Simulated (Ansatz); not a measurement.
# Rb on Cu(100): change of the work function, part 4 of 4

How does one ordered layer of Rb (hollow site) change the work function of Cu(100), and what dipole does each adsorbate carry?

Ansatz 0.2.0; plane-wave DFT, PBEsol, Ansatz PAW.

So far, work function, upper face (eV): step 2 (the clean slab) 4.66; step 3 (the covered slab) 1.79; step 5 (the covered slab, atoms frozen) 1.79; step 6 (the substrate alone) 4.66; step 7 (the adsorbate layer alone) 2.42.

**9. A changed input**

This step: plane-wave DFT, PBEsol, Ansatz PAW (Ansatz 0.2.0).

System of this step: Rb/Cu(100). The cell holds 17 atoms: 16 Cu and 1 Rb. Its edges and angles: a = 5.105 Å, b = 5.105 Å, c = 26.491 Å, α = 90.0°, β = 90.0°, γ = 90.0°. Vacuum lies along c.

A run with a changed input: it repeats the earlier run at 0.25 ML with kpoints.mp_grid.shift to [0.5, 0.5, 0.0], relax.f_tol from 0.02 to 0.1 and relax.max_displacement to 0.1; its output block differs too.

The input, input.yaml:

```yaml
crystal:
  lattice:
    - [5.1053109602, 0.0, 0.0]
    - [0.0, 5.1053109602, 0.0]
    - [0.0, 0.0, 26.4909092226]
  atoms:
    - { symbol: Cu, position: [0.25, 0.25, 0.3397391884] }
    - { symbol: Cu, position: [0.0, 0.0, 0.4078757701] }
    - { symbol: Cu, position: [0.25, 0.25, 0.4743479443] }
    - { symbol: Cu, position: [0.0, 0.0, 0.5385106006] }
    - { symbol: Cu, position: [0.25, 0.75, 0.3397391884] }
    - { symbol: Cu, position: [0.0, 0.5, 0.4078757701] }
    - { symbol: Cu, position: [0.25, 0.75, 0.4743479443] }
    - { symbol: Cu, position: [0.0, 0.5, 0.5385106006] }
    - { symbol: Cu, position: [0.75, 0.25, 0.3397391884] }
    - { symbol: Cu, position: [0.5, 0.0, 0.4078757701] }
    - { symbol: Cu, position: [0.75, 0.25, 0.4743479443] }
    - { symbol: Cu, position: [0.5, 0.0, 0.5385106006] }
    - { symbol: Cu, position: [0.75, 0.75, 0.3397391884] }
    - { symbol: Cu, position: [0.5, 0.5, 0.4078757701] }
    - { symbol: Cu, position: [0.75, 0.75, 0.4743479443] }
    - { symbol: Cu, position: [0.5, 0.5, 0.5385106006] }
    - { symbol: Rb, position: [0.25, 0.25, 0.6602608116] }
kpoints:
  mp_grid: { grid: [6, 6, 1], shift: [0.5, 0.5, 0.0] }
hamiltonian:
  xc: pbesol
scf:
  occupations: { method: fermi_dirac, width: 0.1 }
  convergence: { dr2_threshold: 1.0e-08 }
efield:
  axis: 3
  dipole_correction: true
  ramp_position: 0.97
  ramp_width: 0.06
relax:
  f_tol: 0.1
  max_steps: 60
  constraints: [{ sites: [0, 1, 4, 5, 8, 9, 12, 13] }]
  max_displacement: 0.1
output:
  bader: true
  dos: { projected: true, e_range: [-8, 4] }
  write_potential: true
  write_density: true
  volumetric_format: npy
```

The run is started by

```console
> ansatz run input.yaml --threads 4 --pin off --max-ram 6144MiB --backend cpu --events-out ev --progress --plain --runs-dir out
```

What it wrote:

```text
[...]
Crystal: 17 atoms, lattice volume = 690.464 Å³
Basis set: ecut = 420 eV, 13473 PW (Γ), exchange–correlation on 72×72×360 points (8 copies of the dense FFT grid, shifted against one another)
Bands: 188, of which v1, the nominal top of the filled ones, is band 157 counted from 1 (156 counted from 0)
Symmetry: 8 space group operations
[...]
k-points: 6 of 36
[...]
SCF iter   1: F=—  HF=-108632.308596 eV  |F-HF|=—  |Δ(HF+E_count)|=         —  Δρ=1.19e-2  dr2=1.37e0  ethr=1.77e-3  p=0.388 e·Å  D=1.02e-1 V/Å  ΔV_dip=-2.70 eV  dr2_dipole=3.81e-1  V_vac-E_F(+/−)=1.94/4.63 eV  ⟨swp⟩=8.2  Hψ=5072  notcnv=0  defer=54
[...]
SCF iter  14: F=-108632.177661 eV  HF=-108632.177661 eV  |F-HF|=1.64e-9  |Δ(HF+E_count)|=   1.46e-9  Δρ=9.32e-7  dr2=6.12e-9  ethr=3.19e-12  p=0.371 e·Å  D=9.71e-2 V/Å  ΔV_dip=-2.57 eV  dr2_dipole=1.06e-11  V_vac-E_F(+/−)=2.09/4.66 eV  ⟨swp⟩=7.0  Hψ=7572  notcnv=0
SCF 1 converged in 14 iterations: F = -108632.177661 eV  dr2 = 6.12e-9
[...]
relax step   1: F+E_penalty+E_count = -108632.17766146 eV  Δ(F+E_penalty+E_count) = +0.000e0 eV  max|allowed force component| = 4.748e-1 eV/Å  Δτ_max = 0.0000 Å  (14 SCF iters, accepted)
[...]
SCF iter  10: F=-108632.215630 eV  HF=-108632.215630 eV  |F-HF|=3.46e-9  |Δ(HF+E_count)|=   8.28e-9  Δρ=5.65e-7  dr2=3.35e-9  ethr=3.19e-12  p=0.377 e·Å  D=9.88e-2 V/Å  ΔV_dip=-2.62 eV  dr2_dipole=3.15e-11  V_vac-E_F(+/−)=2.04/4.66 eV  ⟨swp⟩=14.8  Hψ=8172  notcnv=0
SCF 2 converged in 10 iterations: F = -108632.215630 eV  dr2 = 3.35e-9
relax step   2: F+E_penalty+E_count = -108632.21563022 eV  Δ(F+E_penalty+E_count) = -3.797e-2 eV  max|allowed force component| = 4.282e-1 eV/Å  Δτ_max = 0.0794 Å  (10 SCF iters, accepted)
SCF iter   1: F=—  HF=-108632.262088 eV  |F-HF|=—  |Δ(HF+E_count)|=         —  Δρ=1.06e-3  dr2=1.06e-2  ethr=2.32e-5  p=0.377 e·Å  D=9.88e-2 V/Å  ΔV_dip=-2.62 eV  dr2_dipole=6.97e-4  V_vac-E_F(+/−)=2.04/4.66 eV  ⟨swp⟩=5.8  Hψ=2645  notcnv=0  defer=86
[...]
SCF iter  12: F=-108632.260097 eV  HF=-108632.260097 eV  |F-HF|=3.30e-9  |Δ(HF+E_count)|=   2.81e-9  Δρ=8.70e-7  dr2=4.31e-9  ethr=3.19e-12  p=0.387 e·Å  D=1.01e-1 V/Å  ΔV_dip=-2.69 eV  dr2_dipole=6.31e-12  V_vac-E_F(+/−)=1.97/4.66 eV  ⟨swp⟩=15.3  Hψ=8355  notcnv=0
SCF 3 converged in 12 iterations: F = -108632.260097 eV  dr2 = 4.31e-9
relax step   3: F+E_penalty+E_count = -108632.26009699 eV  Δ(F+E_penalty+E_count) = -4.447e-2 eV  max|allowed force component| = 3.367e-1 eV/Å  Δτ_max = 0.0992 Å  (12 SCF iters, accepted)
[...]
relax step   4: F+E_penalty+E_count = -108632.28882937 eV  Δ(F+E_penalty+E_count) = -2.873e-2 eV  max|allowed force component| = 2.189e-1 eV/Å  Δτ_max = 0.0975 Å  (11 SCF iters, accepted)
[...]
relax step   5: F+E_penalty+E_count = -108632.30219799 eV  Δ(F+E_penalty+E_count) = -1.337e-2 eV  max|allowed force component| = 1.219e-1 eV/Å  Δτ_max = 0.0929 Å  (12 SCF iters, accepted)
SCF iter   1: F=—  HF=-108632.308015 eV  |F-HF|=—  |Δ(HF+E_count)|=         —  Δρ=8.81e-4  dr2=6.65e-3  ethr=3.74e-5  p=0.404 e·Å  D=1.06e-1 V/Å  ΔV_dip=-2.81 eV  dr2_dipole=1.09e-4  V_vac-E_F(+/−)=1.85/4.66 eV  ⟨swp⟩=4.8  Hψ=2455  notcnv=0  defer=90
[...]
SCF iter  11: F=-108632.306732 eV  HF=-108632.306732 eV  |F-HF|=1.95e-9  |Δ(HF+E_count)|=   4.33e-8  Δρ=9.21e-7  dr2=5.05e-9  ethr=3.19e-12  p=0.413 e·Å  D=1.08e-1 V/Å  ΔV_dip=-2.87 eV  dr2_dipole=1.07e-10  V_vac-E_F(+/−)=1.79/4.65 eV  ⟨swp⟩=15.2  Hψ=8414  notcnv=0
SCF 6 converged in 11 iterations: F = -108632.306732 eV  dr2 = 5.05e-9
relax step   6: F+E_penalty+E_count = -108632.30673156 eV  Δ(F+E_penalty+E_count) = -4.534e-3 eV  max|allowed force component| = 3.912e-2 eV/Å  Δτ_max = 0.0863 Å  (11 SCF iters, accepted)
[...]
SCF converged after 11 iterations
Free energy (F): -108632.306732 eV
[...]
Internal energy: -108632.129125 eV  (E = F + TS)
E sigma→0 (E₀):  -108632.217928 eV
Entropy (-TS):   -0.177606 eV (-10.447 meV/atom)
Fermi energy:    2.842707 eV
Dipole field:    D = 0.108295 V/Å  (p = 0.413227 e·Å, saw-weighted, corrected)
Work function:   Φ+ = 1.7861 eV   Φ− = 4.6550 eV
[...]
--- Forces (eV/Å), atoms counted from 1 ---
  atom   1  Cu     0.00000000     0.00000000     0.43037275
  atom   2  Cu     0.01478056     0.01478056    -0.42459118
  atom   3  Cu    -0.00000000     0.00000000     0.00533963
  atom   4  Cu    -0.00829905    -0.00829905    -0.01513208
  atom   5  Cu     0.00000000     0.00000000     0.43441400
  atom   6  Cu     0.01478056    -0.01478056    -0.42459118
  atom   7  Cu     0.00000000     0.00000000    -0.00425626
  atom   8  Cu    -0.00829905     0.00829905    -0.01513208
  atom   9  Cu     0.00000000     0.00000000     0.43441400
  atom  10  Cu    -0.01478056     0.01478056    -0.42459118
  atom  11  Cu     0.00000000     0.00000000    -0.00425626
  atom  12  Cu     0.00829905    -0.00829905    -0.01513208
  atom  13  Cu    -0.00000000     0.00000000     0.42795691
  atom  14  Cu    -0.01478056    -0.01478056    -0.42459118
  atom  15  Cu    -0.00000000     0.00000000    -0.00421194
  atom  16  Cu     0.00829905     0.00829905    -0.01513208
  atom  17  Rb     0.00000000     0.00000000     0.03912090
  max |Σ_I F_I| component: 6.86e-7 eV/Å
--- Band table (eV; the first three rows and the last of 6) ---
  k-point 0: bands = [... 153 lower, 2.0038, 2.0895, 2.0904, 2.9709, 2.9778, 3.0374, 3.3113, 3.3125, ... 27 higher]
  k-point 1: bands = [... 153 lower, 2.1816, 2.4900, 2.6380, 2.6647, 3.3801, 3.5171, 3.6100, 3.7184, ... 27 higher]
  k-point 2: bands = [... 153 lower, 1.9927, 2.4815, 2.9284, 3.2190, 3.4522, 3.9309, 4.0476, 4.1507, ... 27 higher]
  k-point 5: bands = [... 153 lower, 1.6378, 1.6493, 2.1522, 2.3757, 3.0341, 3.0524, 3.8368, 4.2257, ... 27 higher]
--- Relaxed structure (6 steps of the walk, 6 accepted, 0 SCFs on fresh bases) ---
  F+E_penalty+E_count = -108632.30673156 eV   max|allowed force component| = 3.912e-2 eV/Å
  atoms:
    - { symbol: Cu, position: [0.25, 0.25, 0.3397391884] }
    - { symbol: Cu, position: [0.0, 0.0, 0.4078757701] }
    - { symbol: Cu, position: [0.25, 0.25, 0.474518] }
    - { symbol: Cu, position: [-0.00171881, -0.00171881, 0.539020] }
    - { symbol: Cu, position: [0.25, 0.75, 0.3397391884] }
    - { symbol: Cu, position: [0.0, 0.5, 0.4078757701] }
    - { symbol: Cu, position: [0.25, 0.75, 0.474293] }
    - { symbol: Cu, position: [-0.00171881, 0.501719, 0.539020] }
    - { symbol: Cu, position: [0.75, 0.25, 0.3397391884] }
    - { symbol: Cu, position: [0.5, 0.0, 0.4078757701] }
    - { symbol: Cu, position: [0.75, 0.25, 0.474293] }
    - { symbol: Cu, position: [0.501719, -0.00171881, 0.539020] }
    - { symbol: Cu, position: [0.75, 0.75, 0.3397391884] }
    - { symbol: Cu, position: [0.5, 0.5, 0.4078757701] }
    - { symbol: Cu, position: [0.75, 0.75, 0.473799] }
    - { symbol: Cu, position: [0.501719, 0.501719, 0.539020] }
    - { symbol: Rb, position: [0.25, 0.25, 0.643072] }
--- Bader charges: 17 sites ---
  site symbol  charge [e]  shift [e]
     0     Cu     -0.0223     0.0002
     1     Cu      0.0194     0.0002
     2     Cu      0.0147     0.0002
     3     Cu     -0.1497     0.0001
     4     Cu     -0.0212     0.0002
     5     Cu      0.0194     0.0002
     6     Cu      0.0121     0.0002
     7     Cu     -0.1497     0.0001
     8     Cu     -0.0212     0.0002
     9     Cu      0.0194     0.0002
    10     Cu      0.0121     0.0002
    11     Cu     -0.1497     0.0001
    12     Cu     -0.0199     0.0002
    13     Cu      0.0194     0.0002
    14     Cu      0.0083     0.0001
    15     Cu     -0.1497     0.0001
    16     Rb      0.5587     0.0000
  estimated error of the sums over rays = 4.0e-4 e
```

Wall time 4.4 min (4 threads of Arm Neoverse V1, shared host); peak memory 2.9 GiB.

Step by step:

| step | energy less that of the first step (eV) | largest force component (eV/Å) |
| --- | --- | --- |
| 1 | 0.0000 | 0.4748 |
| 2 | -0.0380 | 0.4282 |
| 3 | -0.0824 | 0.3367 |
| 4 | -0.1112 | 0.2189 |
| 5 | -0.1245 | 0.1219 |
| 6 | -0.1291 | 0.0391 |

Forces are held to the 8 operations that the program found; a distortion that breaks them can't arise in this run.

The atoms that moved most (Å):

| atom | dx | dy | dz | length |
| --- | --- | --- | --- | --- |
| Rb17 | 0.000 | 0.000 | -0.455 | 0.455 |
| Cu16 | 0.009 | 0.009 | 0.014 | 0.018 |
| Cu12 | 0.009 | -0.009 | 0.014 | 0.018 |
| Cu8 | -0.009 | 0.009 | 0.014 | 0.018 |
| Cu4 | -0.009 | -0.009 | 0.014 | 0.018 |
| Cu15 | 0.000 | 0.000 | -0.015 | 0.015 |

The relaxed structure:

```xyz
17
Lattice="5.1053 0.0000 0.0000 0.0000 5.1053 0.0000 0.0000 0.0000 26.4909" Properties=species:S:1:pos:R:3
Cu    1.2763    1.2763    9.0000
Cu    0.0000    0.0000   10.8050
Cu    1.2763    1.2763   12.5704
Cu   -0.0088   -0.0088   14.2791
Cu    1.2763    3.8290    9.0000
Cu    0.0000    2.5527   10.8050
Cu    1.2763    3.8290   12.5645
Cu   -0.0088    2.5614   14.2791
Cu    3.8290    1.2763    9.0000
Cu    2.5527    0.0000   10.8050
Cu    3.8290    1.2763   12.5645
Cu    2.5614   -0.0088   14.2791
Cu    3.8290    3.8290    9.0000
Cu    2.5527    2.5527   10.8050
Cu    3.8290    3.8290   12.5514
Cu    2.5614    2.5614   14.2791
Rb    1.2763    1.2763   17.0356
```

Read from the output:

| Property | Result |
| --- | --- |
| energy at zero smearing | -108632.2179 eV |
| work function, upper face | 1.786 eV |
| work function, lower face | 4.655 eV |
| dipole along the normal | 0.4132 e·Å |
| step between the vacuum levels | -2.869 eV |

The density of states has structure finer than the step of the table below, so its rows give means over 0.25 eV. Peaks (eV: height): -2.920: 91.2, -2.410: 110, -2.350: 92.1, -2.050: 85.5, -1.800: 97.5, -1.740: 99.0, -1.530: 113.

Density of states against energy, zero at the Fermi level; means over each step:

energy (eV), density of states (states/eV a cell) and a bar:
```
    -7.75          1 
    -7.50          1 
    -7.25          1 
    -7.00          4 #
    -6.75          2 #
    -6.50          1 
    -6.25          4 #
    -6.00          3 #
    -5.75          4 #
    -5.50          5 ##
    -5.25          4 #
    -5.00         11 ####
    -4.75         14 #####
    -4.50         16 ######
    -4.25         36 #############
    -4.00         29 ##########
    -3.75         26 #########
    -3.50         27 ##########
    -3.25         44 ################
    -3.00         59 #####################
    -2.75         47 #################
    -2.50         53 ###################
    -2.25         66 ########################
    -2.00         65 #######################
    -1.75         83 ##############################
    -1.50         54 ###################
    -1.25         10 ###
    -1.00          6 ##
    -0.75          9 ###
    -0.50          7 ##
    -0.25          6 ##
     0.00          6 ##
     0.25          8 ###
     0.50          7 ##
     0.75          5 ##
     1.00          7 ##
     1.25          6 ##
     1.50          5 ##
     1.75          6 ##
```

Projected DOS per atom over height of the atomic layer and energy from the Fermi level. Layers: Cu4 Cu4 Cu4 Cu4 Rb from below.

Ten even steps from '0' (0.00 states/eV) to '9' (5.99 states/eV), each cell a mean:
```
00000
00000
00000
00001
00000
00000
00000
53220
95680
75480
54460
35430
23320
14420
02210
01100
00000
00000
00000
00000
00000
00000
```
Columns: height of the atomic layer (Å) from 9 to 17.0 (not evenly spaced); rows upwards: energy from the Fermi level (eV) from -7.96 to 1.95.

| quantity | this run | earlier run | difference |
| --- | --- | --- | --- |
| work function, upper face (eV) | 1.786 | 1.790 | -0.0041 |
| work function, lower face (eV) | 4.655 | 4.648 | 0.0065 |
| dipole along the normal (e·Å) | 0.4132 | 0.4117 | 0.0015 |

Nothing in the table moves by 0.01 in its unit (for the dipole 0.5 % and 5e-5 e·Å). The run took 70 SCF cycles against 60.

**10. The same run with other settings**

System of this step: Cu(100). The cell holds 4 atoms: 4 Cu. Cell: a = 2.553 Å, b = 2.553 Å, c = 23.415 Å, α = 90.0°, β = 90.0°, γ = 90.0°. Vacuum lies along c.

Another changed input: it repeats the earlier run at 0 ML with kpoints.mp_grid.grid from [12, 12, 1] to [8, 8, 1] and crystal.symmetry to detect: false.

input.yaml, the sections that differ from step 9:

```yaml
crystal:
  lattice:
    - [2.5526554801, 0.0, 0.0]
    - [0.0, 2.5526554801, 0.0]
    - [0.0, 0.0, 23.415]
  atoms:
    - { symbol: Cu, position: [0.5, 0.5, 0.3843689942] }
    - { symbol: Cu, position: [0.0, 0.0, 0.4614563314] }
    - { symbol: Cu, position: [0.5, 0.5, 0.5385436686] }
    - { symbol: Cu, position: [0.0, 0.0, 0.6156310058] }
  symmetry: { detect: false }
kpoints:
  mp_grid: { grid: [8, 8, 1] }
relax:
  f_tol: 0.02
  max_steps: 60
  constraints: [{ sites: [0, 1] }]
output:
  write_potential: true
  write_density: true
  volumetric_format: npy
# hamiltonian, scf, efield: as in step 9
```

What it wrote:

```text
[...]
the start keeps a symmetry that the run doesn't impose, so 2 atoms are moved at random by 1.00e-2 Å, to let the relaxation leave a saddle point. relax.escape_saddle: false keeps them in place
[...]
Crystal: 4 atoms, lattice volume = 152.573 Å³
Basis set: ecut = 420 eV, 3011 PW (Γ), exchange–correlation on 36×36×320 points (8 copies of the dense FFT grid, shifted against one another)
Bands: 46, of which v1, the nominal top of the filled ones, is band 38 counted from 1 (37 counted from 0)
Symmetry: 1 space group operations
k-points: 34 of 64 (time reversal used)
[...]
SCF iter   1: F=—  HF=-26353.536238 eV  |F-HF|=—  |Δ(HF+E_count)|=         —  Δρ=1.22e-2  dr2=1.34e-1  ethr=1.77e-3  p=-0.000 e·Å  D=-1.07e-4 V/Å  ΔV_dip=0.00 eV  dr2_dipole=2.20e-8  V_vac-E_F(+/−)=4.57/4.56 eV  ⟨swp⟩=8.3  Hψ=6885  notcnv=0
[...]
SCF iter  11: F=-26353.511895 eV  HF=-26353.511895 eV  |F-HF|=9.13e-8  |Δ(HF+E_count)|=   4.89e-8  Δρ=1.44e-6  dr2=4.41e-9  ethr=1.32e-11  p=-0.000 e·Å  D=-5.67e-5 V/Å  ΔV_dip=0.00 eV  dr2_dipole=5.24e-10  V_vac-E_F(+/−)=4.64/4.64 eV  ⟨swp⟩=7.9  Hψ=10707  notcnv=0
SCF 1 converged in 11 iterations: F = -26353.511895 eV  dr2 = 4.41e-9
[...]
relax step   1: F+E_penalty+E_count = -26353.51189531 eV  Δ(F+E_penalty+E_count) = +0.000e0 eV  max|allowed force component| = 4.773e-1 eV/Å  Δτ_max = 0.0000 Å  (11 SCF iters, accepted)
[...]
SCF iter  11: F=-26353.534528 eV  HF=-26353.534528 eV  |F-HF|=4.78e-8  |Δ(HF+E_count)|=   4.53e-9  Δρ=1.01e-6  dr2=1.27e-9  ethr=1.32e-11  p=0.001 e·Å  D=6.12e-4 V/Å  ΔV_dip=-0.01 eV  dr2_dipole=8.85e-12  V_vac-E_F(+/−)=4.62/4.64 eV  ⟨swp⟩=9.3  Hψ=10002  notcnv=0
SCF 2 converged in 11 iterations: F = -26353.534528 eV  dr2 = 1.27e-9
[...]
relax step   2: F+E_penalty+E_count = -26353.53452817 eV  Δ(F+E_penalty+E_count) = -2.263e-2 eV  max|allowed force component| = 3.104e-1 eV/Å  Δτ_max = 0.0688 Å  (11 SCF iters, accepted)
SCF iter   1: F=—  HF=-26353.573718 eV  |F-HF|=—  |Δ(HF+E_count)|=         —  Δρ=9.49e-3  dr2=1.02e-1  ethr=9.90e-4  p=0.001 e·Å  D=6.12e-4 V/Å  ΔV_dip=-0.01 eV  dr2_dipole=7.69e-3  V_vac-E_F(+/−)=4.61/4.62 eV  ⟨swp⟩=5.4  Hψ=4104  notcnv=0  defer=63
[...]
SCF iter  11: F=-26353.548139 eV  HF=-26353.548139 eV  |F-HF|=5.89e-8  |Δ(HF+E_count)|=   1.37e-7  Δρ=2.32e-6  dr2=8.08e-9  ethr=1.32e-11  p=0.001 e·Å  D=1.56e-3 V/Å  ΔV_dip=-0.04 eV  dr2_dipole=1.13e-9  V_vac-E_F(+/−)=4.59/4.63 eV  ⟨swp⟩=8.0  Hψ=11371  notcnv=0
SCF 3 converged in 11 iterations: F = -26353.548139 eV  dr2 = 8.08e-9
relax step   3: F+E_penalty+E_count = -26353.54813950 eV  Δ(F+E_penalty+E_count) = -1.361e-2 eV  max|allowed force component| = 4.124e-2 eV/Å  Δτ_max = 0.1123 Å  (11 SCF iters, accepted)
SCF iter   1: F=—  HF=-26353.548931 eV  |F-HF|=—  |Δ(HF+E_count)|=         —  Δρ=1.39e-3  dr2=1.63e-3  ethr=4.09e-5  p=0.001 e·Å  D=1.56e-3 V/Å  ΔV_dip=-0.04 eV  dr2_dipole=1.01e-5  V_vac-E_F(+/−)=4.59/4.63 eV  ⟨swp⟩=3.1  Hψ=3254  notcnv=0  defer=69
[...]
SCF iter   9: F=-26353.548218 eV  HF=-26353.548218 eV  |F-HF|=6.65e-8  |Δ(HF+E_count)|=   2.83e-7  Δρ=1.81e-6  dr2=6.60e-9  ethr=1.32e-11  p=0.001 e·Å  D=1.43e-3 V/Å  ΔV_dip=-0.03 eV  dr2_dipole=8.40e-10  V_vac-E_F(+/−)=4.60/4.63 eV  ⟨swp⟩=8.0  Hψ=10872  notcnv=0
SCF 4 converged in 9 iterations: F = -26353.548218 eV  dr2 = 6.60e-9
relax step   4: F+E_penalty+E_count = -26353.54821776 eV  Δ(F+E_penalty+E_count) = -7.826e-5 eV  max|allowed force component| = 1.916e-2 eV/Å  Δτ_max = 0.0193 Å  (9 SCF iters, accepted)
[...]
WARN: The input density's exchange-correlation potential varies sharply where the density is thin. Do not read a vacuum level from v_tot or v_xc, or from such a field of the output density. On a cell that repeats whose density bears no net charge and no dipole along the vacuum's axis use v_es (v_loc + v_h of the components); under efield.dipole_correction with no amplitude use v_es + v_field, which holds any external [...]
WARN: the relaxation ended near the 8 symmetry operations of its rattled start. A stable structure does so, and so can a saddle point along a move or strain that wasn't checked. `relax.random_displacement` or `relax.escape_saddle: true` tries the moves, and a distorted `crystal.lattice` a strain
SCF converged after 9 iterations
Free energy (F): -26353.548218 eV
[...]
Internal energy: -26353.490310 eV  (E = F + TS)
E sigma→0 (E₀):  -26353.519264 eV
Entropy (-TS):   -0.057907 eV (-14.477 meV/atom)
Fermi energy:    1.990291 eV
Dipole field:    D = 0.001470 V/Å  (p = 0.001240 e·Å, saw-weighted, corrected)
Work function:   Φ+ = 4.5964 eV   Φ− = 4.6309 eV
[...]
--- Forces (eV/Å), atoms counted from 1 ---
  atom   1  Cu    -0.00000493     0.00000062     0.45800532
  atom   2  Cu    -0.00026633     0.00003988    -0.43373103
  atom   3  Cu     0.00081364    -0.00019461    -0.00512392
  atom   4  Cu    -0.00054224     0.00015405    -0.01916432
  max |Σ_I F_I| component: 1.40e-5 eV/Å
--- Band table (eV; the first three rows and the last of 34) ---
  k-point 0: bands = [... 34 lower, 0.2770, 0.5031, 0.5581, 0.5581, 0.5619, 1.6000, 3.2959, 6.4831, ... 4 higher]
  k-point 1: bands = [... 34 lower, 0.3804, 0.3911, 0.4046, 0.4713, 0.5964, 2.1768, 3.9877, 6.8500, ... 4 higher]
  k-point 2: bands = [... 34 lower, 0.2546, 0.3265, 0.5093, 0.5424, 0.9852, 3.3549, 5.5082, 7.8493, ... 4 higher]
  k-point 33: bands = [... 34 lower, 0.8569, 0.9355, 4.2941, 4.2941, 6.6593, 6.6593, 9.3762, 9.3960, ... 4 higher]
--- Relaxed structure (4 steps of the walk, 4 accepted, 0 SCFs on fresh bases) ---
  F+E_penalty+E_count = -26353.54821776 eV   max|allowed force component| = 1.916e-2 eV/Å
  atoms:
    - { symbol: Cu, position: [0.5, 0.5, 0.384369] }
    - { symbol: Cu, position: [0.0, 0.0, 0.461456] }
    - { symbol: Cu, position: [0.499943, 0.500009, 0.536741] }
    - { symbol: Cu, position: [3.225884e-5, -1.634900e-5, 0.609041] }
```

Run time: 29 s. Hardware: 4 threads; peak memory 0.52 GiB.

| quantity | this run | earlier run | difference |
| --- | --- | --- | --- |
| work function, upper face (eV) | 4.596 | 4.659 | -0.062 |
| work function, lower face (eV) | 4.631 | 4.695 | -0.064 |
| dipole along the normal (e·Å) | 0.001240 | 0.001320 | -8.0e-5 |

What moves beyond 0.01 in its unit (for the dipole 0.5 % and 5e-5 e·Å): work function, lower face (-0.0644 eV), work function, upper face (-0.0622 eV) and dipole along the normal (-7.98e-05 e·Å).

The change shows in the results, which are not taken further.

**11. What came out**

```json
{
 "work function of the clean face": "4.66 eV",
 "work function at 0.25 ML": "1.79 eV",
 "dipole per adsorbate at 0.25 ML, positive end outwards": "1.95 D",
 "step of the potential from the moved charge at 0.25 ML, upper less lower side, atoms held": "-2.82 eV"
}
```

What this shows: Rb lowers the work function of Cu(100) at the lowest coverage, by 2.87 eV: the adsorbate layer has its positive end outwards. One coverage alone was completed, so no trend follows. The slab has 4 layers, at the tabulated experimental lattice constant, one starting site was run, and quantum-size effects of a slab this thin can reach one or two tenths of an eV.

[Long decimals in the printed logs are rounded to 6 places.]

[Logs are printed without paths, hosts, clocks, repeated set-up lines and the standing remarks that a program may print on its own settings, such as how far it seeks lower states.]

[Hosts, paths, dates, database ids (printed as entryN), source tags and the programs' standing remarks are cut or masked in the printed files.]

[Maps of the electrostatic potential energy from Ansatz leave out the sawtooth potential of an applied field or a dipole correction, so their vacuum need not be flat; planar profiles and work functions include it.]

[The density of states shown here was stored with 400 of the rows of the run's finer table, so its peaks can read low, often by over a quarter, or be missed, and its means over a window can be off by a tenth or more.]
